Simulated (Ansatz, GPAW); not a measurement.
# STM contrast on Si/Ca(100), part 2 of 3

What would a tunnelling microscope show on Si/Ca(100)?

GPAW 26.7.0 and Ansatz 0.2.0; GPAW, PAW setups; slab in vacuum (the session's first sound run).

So far, dipole along the normal (e·Å): step 2 (relaxing the atoms) -0.196; step 3 (bands at fixed density, height 4 Å, STM [-0.5, 0.5] V) -0.195.

## 4. A second plane-wave code

A second program with its own datasets checks the number independently.

This step: Ansatz plane waves; slab in vacuum with a dipole correction (Ansatz 0.2.0).

File input.yaml:

```yaml
crystal:
  lattice:
    - [3.945655839, 0.0, 0.0]
    - [0.0, 3.945655839, 0.0]
    - [0.0, 0.0, 27.3835]
  atoms:
    - { symbol: Ca, position: [0.5000005273, 0.5000005273, 0.2921467307] }
    - { symbol: Ca, position: [0.0, 0.0, 0.394032903] }
    - { symbol: Ca, position: [0.5000005273, 0.5000005273, 0.4953077379] }
    - { symbol: Ca, position: [0.0, 0.0, 0.6000858101] }
    - { symbol: Si, position: [0.0, 0.0, 0.7058894451] }
kpoints:
  mp_grid: { grid: [8, 8, 1] }
hamiltonian:
  xc: pbe
scf:
  occupations: { method: fermi_dirac, width: 0.1 }
efield:
  axis: 3
  dipole_correction: true
  ramp_width: 0.05
output:
  forces: true
  band_densities: [{ e_range: [-0.5, 0] }, { e_range: [0, 0.5] }]
  write_potential: true
  write_density: true
  volumetric_format: npy
  elf: true
```

The run is started by

```console
ansatz run input.yaml --threads 4 --pin off --max-ram 8192MiB --backend cpu --events-out ev --progress --plain --runs-dir out
```

Numbers of over 12 decimals in the logs are rounded to 6 here.

What it wrote:

```text
Warning: the atoms were moved onto the symmetric positions of the space group found under crystal.symmetry.tolerance 1.0e-5 (fractional; no operation is sought that the atoms, as they stand in a round, miss by more than twice it, and no atom is moved by as much as it), and the run uses the moved positions. Before a round's move an operation carried an atom to 3.53e-6 Å from where it should land, the largest such dist [...]
Engine: ansatz 0.2.0, x86_64-unknown-linux-gnu
Pseudopotentials: kind: paw
Pseudopotential: Ca, paw, valence charge 10, recommended cutoff 420 eV (normal), Ca.paw.azcp
Pseudopotential: Si, paw, valence charge 4, recommended cutoff 420 eV (normal), Si.paw.azcp
Functional definition: PBE
  parameter kappa = 0.804
  parameter beta = 0.066725
  exchange = pbe_x(kappa = kappa, mu = beta*pi^2/3)
  correlation = pbe_c(beta = beta)
Crystal: 5 atoms, lattice volume = 426.312 Å³
Basis set: ecut = 420 eV, 8387 PW (Γ), exchange–correlation on 54×54×384 points (8 copies of the dense FFT grid, shifted against one another)
Bands: 27, of which v1, the nominal top of the filled ones, is band 22 counted from 1 (21 counted from 0)
Symmetry: 8 space group operations
Space group: P4mm (ITA 99), of the structure as read, at distance tolerance 7.5e-5 Å
k-points: 15 of 64
Non-local potential: Ca, projectors of the file, l = 0: 3, l = 1: 2, l = 2: 2
Non-local potential: Si, projectors of the file, l = 0: 2, l = 1: 2, l = 2: 2
PAW form: soft (Blöchl's): semilocal exchange-correlation on the pseudo side does not see the compensation charge
PAW one-centre angular grid: Ca, 110 points (default); XC on 64 Gauss nodes
PAW one-centre angular grid: Si, 110 points (default); XC on 64 Gauss nodes
Initial density: superposition of atomic densities (neutral atoms: chi_scale 0, normalization atom), corrected by the library's trained network
Initial wavefunctions: pseudopotential atomic-orbital guess
Functional: x = pbe(κ = 0.804, μ = 0.219515), c = pbe(β = 0.066725)
SCF iter   1: F=—  HF=-7899.873012 eV  |F-HF|=—  |Δ(HF+E_count)|=         —  Δρ=3.22e-3  dr2=1.39e0  ethr=1.77e-3  p=-0.192 e·Å  D=-8.14e-2 V/Å  ΔV_dip=2.23 eV  dr2_dipole=1.20e-1  V_vac-E_F(+/−)=4.76/2.53 eV  ⟨swp⟩=14.1  Hψ=6071  notcnv=0
efield: sawtooth ramp at fractional position 0.9740 (placed from the atoms, in the widest stretch of the axis that holds none; the zero of the levels goes with the place), width 0.0500; the density the first Hamiltonian is built on has a dipole p = -0.192 e·Å; the dipole correction subtracts the counter field D = -8.14e-2 V/Å, which shifts the + side's vacuum level by +2.23 eV against the − side's; the planar-averaged density in the ramp window peaks in size at 4.6e-5 e/Å³
automatic band count: the SCF goes on with 32 bands, as 27 were too few: the levels above may hold too much charge
preconditioner: auto → LDOS  [metal: Δε(μ)=0.044 eV  Ē_g=3.085 eV  σ=0.100 eV  W_gap=0.11  n_scr=52 (ndim 8)  ℏωp=6.2 eV  f_vac=0.428  D(μ)=7.14/eV (n_scr^D=42)  β→1.0]
SCF iter   2: F=—  HF=-7899.832985 eV  |F-HF|=—  |Δ(HF+E_count)|=   4.00e-2  Δρ=1.42e-3  dr2=2.44e-2  ethr=1.77e-3  p=-0.188 e·Å  D=-7.99e-2 V/Å  ΔV_dip=2.19 eV  dr2_dipole=3.47e-4  V_vac-E_F(+/−)=5.00/2.81 eV  ⟨swp⟩=2.1  Hψ=631  notcnv=0
SCF iter   3: F=—  HF=-7899.833740 eV  |F-HF|=—  |Δ(HF+E_count)|=   7.55e-4  Δρ=5.14e-4  dr2=6.86e-3  ethr=5.55e-5  p=-0.191 e·Å  D=-8.12e-2 V/Å  ΔV_dip=2.22 eV  dr2_dipole=4.62e-4  V_vac-E_F(+/−)=5.01/2.78 eV  ⟨swp⟩=2.0  Hψ=825  notcnv=0
SCF iter   4: F=—  HF=-7899.833512 eV  |F-HF|=—  |Δ(HF+E_count)|=   2.28e-4  Δρ=1.82e-4  dr2=7.89e-4  ethr=1.56e-5  p=-0.194 e·Å  D=-8.23e-2 V/Å  ΔV_dip=2.25 eV  dr2_dipole=5.80e-6  V_vac-E_F(+/−)=5.03/2.78 eV  ⟨swp⟩=2.0  Hψ=535  notcnv=0
SCF iter   5: F=—  HF=-7899.833484 eV  |F-HF|=—  |Δ(HF+E_count)|=   2.86e-5  Δρ=6.03e-5  dr2=8.26e-5  ethr=1.79e-6  p=-0.195 e·Å  D=-8.28e-2 V/Å  ΔV_dip=2.27 eV  dr2_dipole=6.54e-6  V_vac-E_F(+/−)=5.04/2.78 eV  ⟨swp⟩=2.0  Hψ=712  notcnv=0
SCF iter   6: F=—  HF=-7899.833799 eV  |F-HF|=—  |Δ(HF+E_count)|=   3.15e-4  Δρ=1.59e-5  dr2=3.91e-6  ethr=1.88e-7  p=-0.195 e·Å  D=-8.29e-2 V/Å  ΔV_dip=2.27 eV  dr2_dipole=3.64e-8  V_vac-E_F(+/−)=5.05/2.78 eV  ⟨swp⟩=1.9  Hψ=540  notcnv=0
SCF iter   7: F=—  HF=-7899.833799 eV  |F-HF|=—  |Δ(HF+E_count)|=   8.19e-7  Δρ=5.71e-6  dr2=5.63e-7  ethr=8.88e-9  p=-0.196 e·Å  D=-8.30e-2 V/Å  ΔV_dip=2.27 eV  dr2_dipole=3.82e-8  V_vac-E_F(+/−)=5.05/2.78 eV  ⟨swp⟩=2.1  Hψ=639  notcnv=0
SCF iter   8: F=-7899.833799 eV  HF=-7899.833799 eV  |F-HF|=4.89e-8  |Δ(HF+E_count)|=   8.78e-8  Δρ=2.80e-6  dr2=7.60e-8  ethr=2.27e-10  p=-0.196 e·Å  D=-8.30e-2 V/Å  ΔV_dip=2.27 eV  dr2_dipole=3.09e-9  V_vac-E_F(+/−)=5.05/2.78 eV  ⟨swp⟩=16.7  Hψ=3920  notcnv=0
SCF 1 converged in 8 iterations: F = -7899.833799 eV  dr2 = 7.60e-8
  greatest PAW one-centre occupation: 0.996 electrons in one spin orbital (limit 2), on the Ca atom at site 0 (counted from 0), in its partial waves of l = 0
WARN: The output density's exchange-correlation potential varies sharply where the density is thin. Do not read a vacuum level from v_tot or v_xc, or from such a field of the output density. On a cell that repeats whose density bears no net charge and no dipole along the vacuum's axis use v_es (v_loc + v_h of the components); under efield.dipole_correction with no amplitude use v_es + v_field, which holds any externa [...]
SCF converged after 8 iterations
Free energy (F): -7899.833799 eV
Harris-Foulkes:  -7899.833799 eV  (|F-HF|=4.89e-8)
Internal energy: -7899.594956 eV  (E = F + TS)
E sigma→0 (E₀):  -7899.714378 eV
Entropy (-TS):   -0.238844 eV (-47.769 meV/atom)
Fermi energy:    0.126642 eV
Dipole field:    D = -0.082967 V/Å  (p = -0.195467 e·Å, saw-weighted, corrected)
Work function:   Φ+ = 5.0504 eV   Φ− = 2.7784 eV
Levels:          The Fermi level and band energies are counted from a zero that moves with the ramp; work functions are not
--- Per-component energies (eV) ---
  E_band       = -911.625313
  E_kinetic    = 1133.029173
  E_local      = -18478.998115  (includes V_loc(G=0)·N_el)
  E_nonlocal   = 280.464327
  E_hartree    = 8566.411390
  E_xc         = -593.371022
  E_vxc        = -716.836807  (∫ρ·V_xc dr)
  E_paw        = -3944.452071  (= ΣΔE_a)
  E_vpaw       = -259.122346  (= ΣTr[D̂ρ^β])
  E_aug_tail   = -0.000016  (compensation charges beyond the density's cutoff)
  E_efield     = 0.008109  (sawtooth field / dipole correction)
  E_vefield    = -2.977078  (∫n·V_field dr)
  E_ewald      = 5137.313271
  E_smearing   = -0.238844  (= −TS)
  E_closure    = 0.000000  (closes the sum)
  Σ components = -7899.833799   (vs F -7899.833799, Δ=0.00e0)
--- Forces (eV/Å), atoms counted from 1 ---
  atom   1  Ca    -0.00000000     0.00000000     0.12893041
  atom   2  Ca     0.00000000     0.00000000    -0.10283208
  atom   3  Ca     0.00000000     0.00000000     0.00216558
  atom   4  Ca    -0.00000000     0.00000000    -0.02775393
  atom   5  Si    -0.00000000     0.00000000    -0.00051785
  max |Σ_I F_I| component: 7.87e-6 eV/Å
--- Band table (eV; the first three rows and the last of 15) ---
  k-point 0: bands = [... 18 lower, -2.8920, -1.8611, -0.8690, -0.1280, 0.6109, 0.7838, 1.1291, 1.5654, ... 6 higher]
  k-point 1: bands = [... 18 lower, -2.7323, -1.7138, -0.7385, -0.0547, 0.6655, 0.7816, 1.0880, 1.2367, ... 6 higher]
  k-point 2: bands = [... 18 lower, -2.2749, -1.3070, -0.4078, 0.0280, 0.2849, 0.4972, 0.8501, 0.9466, ... 6 higher]
  k-point 14: bands = [... 18 lower, -0.3497, -0.1624, -0.0941, 0.1748, 0.5066, 0.6505, 0.6740, 0.6740, ... 6 higher]
--- Band densities, each state counted as filled ---
  window                                       electrons  max residual (eV)  cut levels
  e_range: [-0.5, 0]                            3.343750             5.8e-9           0
  e_range: [0, 0.5]                             4.218750             3.3e-7           0
```

It took 7.9 s on 4 threads of Intel Xeon Platinum 8488C (Sapphire Rapids), shared host; peak memory 0.81 GiB; 26 s of CPU time.

In the SCF lines HF is the Harris–Foulkes energy and dr2 the Hartree energy of the density residual, in eV; the loop may stop once dr2 is under the threshold and the program's other checks hold. Hψ counts applications of the Hamiltonian.

Numbers from this step:

| Item | Value |
| --- | --- |
| free energy | -7899.8338 eV |
| smearing term TS | 0.2388 eV |
| symmetry operations | 8 |
| upper work function | 5.050 eV |
| lower work function | 2.778 eV |
| dipole along the normal | -0.1955 e·Å |
| dipole field | -0.08297 V/Å |
| vacuum level above | 5.177 eV |
| vacuum level below | 2.905 eV |
| corrugation e range -0.5 0 4 | 0.3259 Å |
| decay e range -0.5 0 | 1.192 Å⁻¹ |
| apparent barrier e range -0.5 0 | 5.414 eV, hbar² kappa² / 2m (holds the in-plane momentum too) |
| corrugation e range 0 0.5 4 | 0.8472 Å |
| decay e range 0 0.5 | 1.293 Å⁻¹ |
| apparent barrier e range 0 0.5 | 6.374 eV, hbar² kappa² / 2m (holds the in-plane momentum too) |

The electrostatic potential energy of an electron (with the applied field's), less the Fermi level, planar mean oscillates, so the rows of the table below give means over windows of 3 Å about each position, cut where the curve ends. Its maxima inside the range that stand out by 2 % of the span (Å: eV): 9.4: 0.800, 12.1: 0.688, 15.0: 0.978, 18.1: 3.08, 26.5: 5.05. Its minima: 8.0: -7.90, 10.8: -7.51, 13.5: -7.65, 16.4: -7.89, 19.4: -4.63.

Table of electrostatic potential energy of an electron (with the applied field's), less the Fermi level, planar mean by z; means over each step:

z (Å), electrostatic potential energy of an electron (with the applied field's), less the Fermi level, planar mean (eV) and a bar from the least value:
```
     1.50       2.90 ######################
     4.50       2.67 #####################
     7.50      -2.52 
    10.50      -2.55 
    13.50      -2.56 
    16.50      -2.24 #
    19.50       0.43 ############
    22.50       5.00 ##############################
    25.50       5.02 ##############################
```

The valence density, planar mean oscillates, so the rows of the table below give means over windows of 2.78 Å about each position, cut where the curve ends. Its maxima inside the range that stand out by 2 % of the span (Å: e/Å³): 8.0: 0.551, 10.8: 0.548, 13.5: 0.550, 16.4: 0.541, 19.0: 0.118. Its minima: 9.4: 0.0555, 12.1: 0.0549, 15.0: 0.0533, 17.7: 0.0519.

Valence density, planar mean against z; means over each step:

| z (Å) | valence density, planar mean (e/Å³) |
| --- | --- |
| 1.39 | 5.2e-6 |
| 4.17 | 0.00101 |
| 6.95 | 0.174 |
| 9.73 | 0.231 |
| 12.51 | 0.231 |
| 15.29 | 0.217 |
| 18.07 | 0.122 |
| 20.85 | 0.0406 |
| 23.63 | 9.0e-5 |
| 26.41 | 0 |

E_range_-0.5_0. Table of planar mean of the window's density by height over the top atom:

| height over the top atom (Å) | planar mean of the window's density (e/Å³) |
| --- | --- |
| 1.50 | 0.00862 |
| 1.70 | 0.00575 |
| 1.90 | 0.00376 |
| 2.10 | 0.00243 |
| 2.30 | 0.00156 |
| 2.50 | 1.0e-3 |
| 2.70 | 6.3e-4 |
| 2.90 | 4.0e-4 |
| 3.10 | 2.5e-4 |
| 3.30 | 1.6e-4 |
| 3.50 | 9.9e-5 |
| 3.70 | 6.2e-5 |
| 3.90 | 3.8e-5 |
| 4.10 | 2.4e-5 |
| 4.30 | 1.5e-5 |
| 4.50 | 9.1e-6 |
| 4.70 | 5.6e-6 |
| 4.90 | 3.4e-6 |
| 5.10 | 2.1e-6 |
| 5.30 | 1.3e-6 |
| 5.50 | 8.0e-7 |
| 5.70 | 4.9e-7 |
| 5.90 | 3.0e-7 |
| 6.10 | 1.8e-7 |
| 6.30 | 1.1e-7 |
| 6.50 | 6.4e-8 |
| 6.70 | 3.8e-8 |
| 6.90 | 2.2e-8 |

Density over a1 and a2. Constant height 4 Å over the top atom, window e_range_-0.5_0.

Ten even steps from '_' (2.04 × 1e-5 e/Å³) to '@' (4.35 × 1e-5 e/Å³):
```
@@@@@@@@%%####**++++====--------====++++**####%%@@@@@@
@@@@@@%%%%##****++====------------====++****##%%%%@@@@
@@@@%%%%####**++++====------------====++++**####%%%%@@
%%%%%%####****++====------::::------====++****####%%%%
%%######****++++==----::::::::::::----==++++****######
####******++++==----::::::::::::::::----==++++******##
******++++++==----::::::........::::::----==++++++****
++++++++====----::::................::::----====++++++
++++======----::::......________......::::----======++
========----::::......____________......::::----======
====------::::::....________________....::::::------==
----------::::....____________________....::::--------
--------::::::....____________________....::::::------
--------::::::....____________________....::::::------
----------::::....____________________....::::--------
====------::::::....________________....::::::------==
========----::::......____________......::::----======
++++======----::::......________......::::----======++
++++++++====----::::................::::----====++++++
******++++++==----::::::........::::::----==++++++****
####******++++==----::::::::::::::::----==++++******##
%%######****++++==----::::::::::::----==++++****######
%%%%%%####****++====------::::------====++****####%%%%
@@@@%%%%####**++++====------------====++++**####%%%%@@
@@@@@@%%%%##****++====------------====++****##%%%%@@@@
@@@@@@@@%%####**++++====--------====++++**####%%@@@@@@
@@@@@@@@%%%%##**++++====--------====++++**##%%%%@@@@@@
```
Columns: a1 from 0 to 0.963; rows upwards: a2 from 0 to 0.963.

Tip height over the top atom over a1 and a2. Constant current at the density 3.025e-05 e/Å^3, window e_range_-0.5_0.

Values in Å, 12 rows by 16 columns, each cell a mean:
```
4.13 4.13 4.11 4.09 4.06 4.03 4.00 3.98 3.98 3.99 4.01 4.04 4.07 4.10 4.12 4.13
4.11 4.11 4.09 4.07 4.04 4.01 3.98 3.96 3.95 3.96 3.99 4.02 4.05 4.08 4.10 4.11
4.08 4.07 4.06 4.03 4.00 3.97 3.94 3.92 3.92 3.93 3.95 3.98 4.01 4.04 4.06 4.08
4.04 4.03 4.02 3.99 3.96 3.93 3.90 3.88 3.88 3.89 3.91 3.94 3.97 4.00 4.02 4.04
4.00 3.99 3.98 3.95 3.92 3.89 3.86 3.84 3.84 3.85 3.87 3.90 3.93 3.96 3.99 4.00
3.98 3.98 3.96 3.93 3.90 3.87 3.84 3.82 3.82 3.83 3.85 3.88 3.91 3.95 3.97 3.98
3.99 3.98 3.96 3.94 3.91 3.88 3.85 3.83 3.82 3.83 3.86 3.89 3.92 3.95 3.97 3.99
4.02 4.01 3.99 3.97 3.94 3.91 3.88 3.86 3.85 3.86 3.89 3.92 3.95 3.98 4.00 4.01
4.06 4.05 4.04 4.01 3.98 3.95 3.92 3.90 3.90 3.91 3.93 3.96 3.99 4.02 4.04 4.05
4.10 4.09 4.07 4.05 4.02 3.99 3.96 3.94 3.94 3.95 3.97 4.00 4.03 4.06 4.08 4.09
4.12 4.12 4.10 4.08 4.05 4.02 3.99 3.97 3.97 3.98 4.00 4.03 4.06 4.09 4.11 4.12
4.14 4.13 4.12 4.09 4.06 4.03 4.00 3.98 3.98 3.99 4.01 4.04 4.07 4.10 4.12 4.14
```
Columns: a1 from 0 to 0.963; rows upwards: a2 from 0 to 0.963.

E_range_0_0.5. Planar mean of the window's density against height over the top atom:

| height over the top atom (Å) | planar mean of the window's density (e/Å³) |
| --- | --- |
| 1.50 | 0.00903 |
| 1.70 | 0.00587 |
| 1.90 | 0.00373 |
| 2.10 | 0.00233 |
| 2.30 | 0.00144 |
| 2.50 | 8.8e-4 |
| 2.70 | 5.4e-4 |
| 2.90 | 3.3e-4 |
| 3.10 | 2.0e-4 |
| 3.30 | 1.2e-4 |
| 3.50 | 7.2e-5 |
| 3.70 | 4.3e-5 |
| 3.90 | 2.6e-5 |
| 4.10 | 1.5e-5 |
| 4.30 | 9.1e-6 |
| 4.50 | 5.4e-6 |
| 4.70 | 3.2e-6 |
| 4.90 | 1.9e-6 |
| 5.10 | 1.1e-6 |
| 5.30 | 6.6e-7 |
| 5.50 | 3.9e-7 |
| 5.70 | 2.3e-7 |
| 5.90 | 1.4e-7 |
| 6.10 | 8.1e-8 |
| 6.30 | 5.0e-8 |
| 6.50 | 3.5e-8 |
| 6.70 | 3.0e-8 |
| 6.90 | 3.3e-8 |

Density over a1 and a2. Constant height 4 Å over the top atom, window e_range_0_0.5.

Ten even steps from '_' (0.58 × 1e-5 e/Å³) to '@' (4.21 × 1e-5 e/Å³):
```
@@@@@@@@%%##****++==----::::::::----==++****##%%@@@@@@
@@@@@@%%%%##**++++==----::::::::----==++++**##%%%%@@@@
@@@@%%%%####**++====--::::::::::::--====++**####%%%%@@
%%%%%%####**++++==----::::::::::::----==++++**####%%%%
########**++++==----::::::....::::::----==++++**######
********++++====--::::::........::::::--====++++******
****++++++====--::::::............::::::--====++++++**
++++++====----::::::......____......::::::----====++++
========----::::::....____________....::::::----======
----------::::::....________________....::::::--------
------::::::::....____________________....::::::::----
--::::::::::......____________________......::::::::::
::::::::::......________________________......::::::::
::::::::::......________________________......::::::::
--::::::::::......____________________......::::::::::
------::::::::....____________________....::::::::----
----------::::::....________________....::::::--------
========----::::::....____________....::::::----======
++++++====----::::::......____......::::::----====++++
****++++++====--::::::............::::::--====++++++**
********++++====--::::::........::::::--====++++******
########**++++==----::::::....::::::----==++++**######
%%%%%%####**++++==----::::::::::::----==++++**####%%%%
@@@@%%%%####**++====--::::::::::::--====++**####%%%%@@
@@@@@@%%%%##**++++==----::::::::----==++++**##%%%%@@@@
@@@@@@@@%%##****++==----::::::::----==++****##%%@@@@@@
@@@@@@@@%%##****++==------::::------==++****##%%@@@@@@
```
Columns: a1 from 0 to 0.963; rows upwards: a2 from 0 to 0.963.

(Continued in part 3 of 3.)

[Logs are printed without paths, hosts, clocks, repeated set-up lines and the standing remarks that a program may print on its own settings, such as how far it seeks lower states.]

[Hosts, paths, dates, database ids (printed as entryN), source tags and the programs' standing remarks are cut or masked in the printed files.]
